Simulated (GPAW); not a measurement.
Consider K3ClO (Pm).

```cif
data_structure
_symmetry_space_group_name_H-M 'P 1'
_symmetry_Int_Tables_number 1
_cell_length_a 5.1439
_cell_length_b 5.1368
_cell_length_c 5.1467
_cell_angle_alpha 90.000
_cell_angle_beta 90.456
_cell_angle_gamma 90.000
_cell_volume 135.99
loop_
_atom_site_label
_atom_site_type_symbol
_atom_site_fract_x
_atom_site_fract_y
_atom_site_fract_z
_atom_site_occupancy
K1 K 0.51601 0.00000 0.02906 1
K2 K 0.00298 0.50000 0.96900 1
K3 K 0.04091 0.00000 0.50022 1
Cl4 Cl 0.49838 0.50000 0.50161 1
O5 O 0.01403 0.00000 0.00011 1
```

Absorber: atom 4, with 6 K at 3.48 to 3.54 Å and 6 K at 3.73 to 3.79 Å (distorted cuboctahedral, site symmetry m). Method: GPAW, LDA, full core hole (charged cell), 10-atom cell with 7.2 Å between holes, 3×3×3 k points, dipole transitions, Gaussian full width 0.9 eV up to 4 eV, rising linearly to 3.5 eV at 25 eV.

Q: What does the Cl K edge look like?

Main maxima up to 24 eV above the zero (height): 2.9 eV (2.25), 4.6 eV (1.76) and 15.0 eV (1.67). A K edge sees empty p states on the absorber. The total-energy difference plus the lowest empty eigenvalue puts the zero at 2825.80 eV. One term is added: -17.80 eV, since the hole is spin-paired here and a spin-polarised one costs that much less in the free atom (computed apart). The photon energy is then 2808.00 eV. The functional and the charged cell's background leave an error in such absolute values: in the free atom LDA prices this hole 9.7 eV below PBE (computed apart), and PBE is itself good to a few eV.

The Cl K spectrum (energy from the lowest empty level; intensity scaled to a mean of 1 over the first 20 eV; polarised curves are means over the symmetry-equivalent atoms):

| E (eV) | isotropic | ε ∥ x | ε ∥ y | ε ∥ z |
| --- | --- | --- | --- | --- |
| -2.0 | 0.00 | 0.00 | 0.00 | 0.00 |
| -1.0 | 0.00 | 0.00 | 0.00 | 0.00 |
| 0.0 | 0.01 | 0.01 | 0.01 | 0.01 |
| 1.0 | 0.14 | 0.14 | 0.14 | 0.13 |
| 2.0 | 0.95 | 0.94 | 0.95 | 0.95 |
| 3.0 | 2.25 | 2.26 | 2.21 | 2.28 |
| 4.0 | 1.28 | 1.26 | 1.27 | 1.30 |
| 5.0 | 1.52 | 1.52 | 1.63 | 1.42 |
| 6.0 | 0.71 | 0.71 | 0.69 | 0.73 |
| 7.0 | 0.35 | 0.35 | 0.35 | 0.33 |
| 8.0 | 0.33 | 0.33 | 0.32 | 0.32 |
| 9.0 | 0.43 | 0.42 | 0.41 | 0.45 |
| 10.0 | 0.54 | 0.54 | 0.55 | 0.52 |
| 11.0 | 0.73 | 0.74 | 0.75 | 0.68 |
| 12.0 | 0.74 | 0.77 | 0.74 | 0.72 |
| 13.0 | 1.04 | 1.06 | 0.98 | 1.09 |
| 14.0 | 1.50 | 1.46 | 1.43 | 1.60 |
| 15.0 | 1.67 | 1.64 | 1.66 | 1.71 |
| 16.0 | 1.60 | 1.59 | 1.62 | 1.58 |
| 17.0 | 1.43 | 1.42 | 1.47 | 1.40 |
| 18.0 | 1.24 | 1.23 | 1.27 | 1.22 |
| 19.0 | 1.00 | 1.00 | 1.01 | 0.99 |
| 20.0 | 0.76 | 0.76 | 0.77 | 0.74 |
| 21.0 | 0.65 | 0.65 | 0.66 | 0.62 |
| 22.0 | 0.61 | 0.62 | 0.62 | 0.58 |
| 23.0 | 0.61 | 0.62 | 0.61 | 0.60 |
| 24.0 | 0.70 | 0.72 | 0.68 | 0.71 |
| 25.0 | 0.82 | 0.84 | 0.79 | 0.84 |
| 26.0 | 0.94 | 0.95 | 0.90 | 0.96 |
| 27.0 | 1.12 | 1.11 | 1.09 | 1.14 |
| 28.0 | 1.37 | 1.34 | 1.36 | 1.39 |
| 29.0 | 1.54 | 1.50 | 1.56 | 1.56 |
| 30.0 | 1.53 | 1.50 | 1.55 | 1.53 |

The mesh is coarse (0.41 Å⁻¹ between points), so small maxima may be mesh ripples. The structure is a computed Materials Project entry and may be a hypothetical form.

[Banner, clock and machine lines of the logs are left out without a mark of their own.]

[Logs are printed without paths, hosts, clocks, repeated set-up lines and the standing remarks that a program may print on its own settings, such as how far it seeks lower states.]

[Hosts, paths, dates, database ids (printed as entryN), source tags and the programs' standing remarks are cut or masked in the printed files.]

[Lists of maxima count a maximum above −3 eV only where it reaches 4 % of the highest in the window and stands out from its surroundings by 2 % of it (1.5 % where it reaches 55 %); shoulders and weaker maxima are passed over, and of the rest the first, up to two pre-edge ones and the few strongest are named.]
